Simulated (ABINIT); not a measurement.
**Cs2InAgCl6 (Fm-3m): changed settings of a GW run in ABINIT**

What do changed inputs do to GW on Cs2InAgCl6 (Fm-3m)?

Program: ABINIT 10.8.3. Level of theory: PBEsol and many-body steps on it, plane waves. Results are calculated unless marked as measured.

Most raw output is cut from this account.

## Step 1: The starting structure

Symmetry: Fm-3m, No. 225, cubic system. Conventional cell: a = 10.469 Å, b = 10.469 Å, c = 10.469 Å, α = 90.00°, β = 90.00°, γ = 90.00°. Nearest to Cs lie 12 Cl at 3.70 Å. In has 6 Cl at 2.51 Å nearest. Nearest to Ag lie 6 Cl at 2.72 Å. Nearest to Cl lie 1 In at 2.51 Å and 1 Ag at 2.72 Å and 4 Cs at 3.70 Å. Farther neighbours and most contacts between anions are not listed.

The cell and positions come from the Crystallography Open Database and are kept as given unless a step says otherwise. Spin-orbit coupling is left out unless a step names it.

## Step 2: Screening, 2×2×2 mesh, 262 bands, screening to 122.5 eV

This step: ABINIT 10.8.3; RPA screening on PBEsol, plane waves, norm-conserving pseudopotentials.

The RPA dielectric matrix is built and inverted for each q.

run.abi reads:

```
acell 3*1.0 Angstrom
rprim 
  0.000000000000 5.234500000000 5.234500000000
  5.234500000000 0.000000000000 5.234500000000
  5.234500000000 5.234500000000 0.000000000000
ntypat 4
znucl 55 49 47 17
natom 10
typat 1 1 2 3 4 4 4 4 4 4
xred 
  0.250000000000 0.250000000000 0.250000000000
  0.750000000000 0.750000000000 0.750000000000
  0.000000000000 0.000000000000 0.000000000000
  0.500000000000 0.500000000000 0.500000000000
  0.760210000000 0.239790000000 0.239790000000
  0.239790000000 0.760210000000 0.239790000000
  0.239790000000 0.760210000000 0.760210000000
  0.760210000000 0.239790000000 0.760210000000
  0.239790000000 0.239790000000 0.760210000000
  0.760210000000 0.760210000000 0.239790000000
pp_dirpath "pseudos"
pseudos "Cs.upf, In.upf, Ag.upf, Cl.upf"
ecut 37
ngkpt 2 2 2
nshiftk 1
shiftk 0 0 0
kptopt 1
chksymbreak 0
istwfk *1
occopt 1
irdwfk 1
optdriver 3
nband 262
ecuteps 4.5
inclvkb 2
awtr 1
symchi 1
indata_prefix "in"
outdata_prefix "out"
tmpdata_prefix "tmp"
```

Started as:

```sh
> OMP_NUM_THREADS=1 mpirun -n 8 abinit run.abi > log
```

Elapsed: 4.4 min, on 8 MPI ranks of Intel Xeon Platinum 8488C (Sapphire Rapids), shared host; peak memory 9.5 GiB.

This step gave:

| Property | Result |
| --- | --- |
| ε∞ with local fields, on this mesh, along the program's q direction | 4.072 |
| the same without local fields | 4.583 |
| plasma frequency | 21.03 eV |
| plane waves in the screening matrix | 893 |

Local fields lower ε∞ by 11 %. On a Γ-centred mesh this coarse the value itself is usually too large, while a short band sum pulls it down.

## Step 3: Base

The self-energy is evaluated for the states that the input lists, and the levels follow from it, in one-shot runs by the linearised quasiparticle equation.

This step: G0W0 on PBEsol, plane waves, norm-conserving pseudopotentials.

run.abi, as its differences from that of step 2:

```diff
@@ -31,8 +31,15 @@
 irdwfk 1
-optdriver 3
+optdriver 4
 nband 262
+gwcalctyp 0
+ecutsigx 37
+symsigma 1
+nkptgw 1
+kptgw 
+  0.0000000000 0.0000000000 0.0000000000
+bdgw 
+  45 48
 ecuteps 4.5
-inclvkb 2
-awtr 1
-symchi 1
+irdscr 1
+ppmodel 1
 indata_prefix "in"
```

The job ended after 27 s (8 MPI ranks; peak memory 5.4 GiB; 3.5 min of CPU time).

This step gave:

```
G0W0 gap on the points computed              : 2.629 eV
starting gap on the mesh                     : 1.038 eV
k of the valence top                         : 0, 0, 0
k of the conduction bottom                   : 0, 0, 0
Z at the valence top                         : 0.789
Z at the conduction bottom                   : 0.825
least direct G0W0 gap on the computed points : 2.629 eV
```

The gap on the mesh goes from 1.04 eV to 2.63 eV, a correction of +1.59 eV.

## Step 4: Coulomb singularity

run.abi, as its differences from that of step 3:

```diff
@@ -44,2 +44,3 @@
 ppmodel 1
+gw_icutcoul 3
 indata_prefix "in"
```

Run time: 27 s. Hardware: 8 MPI ranks; peak memory 5.3 GiB; 3.5 min of CPU time.

This step gave:

| Quantity | Value |
| --- | --- |
| G0W0 gap on the points computed | 2.619 eV |
| starting gap on the mesh | 1.038 eV |
| k of the valence top | 0, 0, 0 |
| k of the conduction bottom | 0, 0, 0 |
| Z at the valence top | 0.79 |
| Z at the conduction bottom | 0.826 |
| least direct G0W0 gap on the computed points | 2.619 eV |

Against G0W0 in ABINIT (2×2×2 mesh, 262 bands, screening to 122.5 eV, Godby-Needs plasmon pole), the gap moves by −0.010 eV.

## Step 5: The runs together

Times are wall times on 8 MPI ranks of Intel Xeon Platinum 8488C (Sapphire Rapids), shared host, good to a factor of about two. A run's time includes the screening step that it read.

```csv
run,mesh,bands,screening cutoff (eV),DFT gap (eV),gap on the mesh (eV),direct (eV),ε∞ used,time
base,2×2×2,262,122.5,1.038,2.629,2.629,4.07,4.8 min
Coulomb singularity,2×2×2,262,122.5,1.038,2.619,2.619,4.07,4.8 min
```

## Step 6: What came out

```
base                : 2.629 eV
Coulomb singularity : 2.619 eV
known limits        : not at the basis limit; exchange with frozen shells missing; d shell near the gap, gap tends to lie low; no spin-orbit coupling; coarse k mesh
```

**Reading.** Coulomb singularity: −0.010 eV against base (keys changed: gw_icutcoul). Bands and cutoff are finite, so the gap is not at the basis limit. The miss can reach some tenths of an eV and take either sign; the mesh is an error of its own. In the G0W0 runs levels were corrected at 1 k point alone, so a gap called «on the mesh» is the least over those, and an edge elsewhere would be missed. The 2×2×2 mesh is coarse for this cell, which bears on the long-range parts of exchange and screening. The norm-conserving file of at least one element keeps a d shell over frozen s and p shells of the same row. Exchange with those shells is missing from the self-energy, an error of 0.3 to 0.9 eV in cases checked, whose sign depends on which edge lies on those atoms. A d shell, filled or nearly so, lies near the gap. One-shot GW converges very slowly in bands there, not always from below, and on a semilocal start the gap tends to come out low; starts rich in exact exchange can overshoot instead. The many-body steps are scalar-relativistic: spin-orbit coupling is not in them.

[Paths, hosts, dates, memory and timing lines, banners, echoed tables and standing remarks are left out of the program output.]

[Logs are printed without paths, hosts, clocks, repeated set-up lines and the standing remarks that a program may print on its own settings, such as how far it seeks lower states.]

[Runs of the session that timed out or met a known fault of the program may be left out.]

[Hosts, paths, dates, database ids (printed as entryN), source tags and the programs' standing remarks are cut or masked in the printed files.]

[G0W0 gaps are taken among the corrected bands and points alone; a level outside them can change the order at an edge.]

[Where Ansatz stands beside ABINIT at settings called matched, ABINIT's density can come from a denser mesh and the files from another edition; pairs whose starting gaps differed by over 0.03 eV were left out, so agreement reads better than it is.]
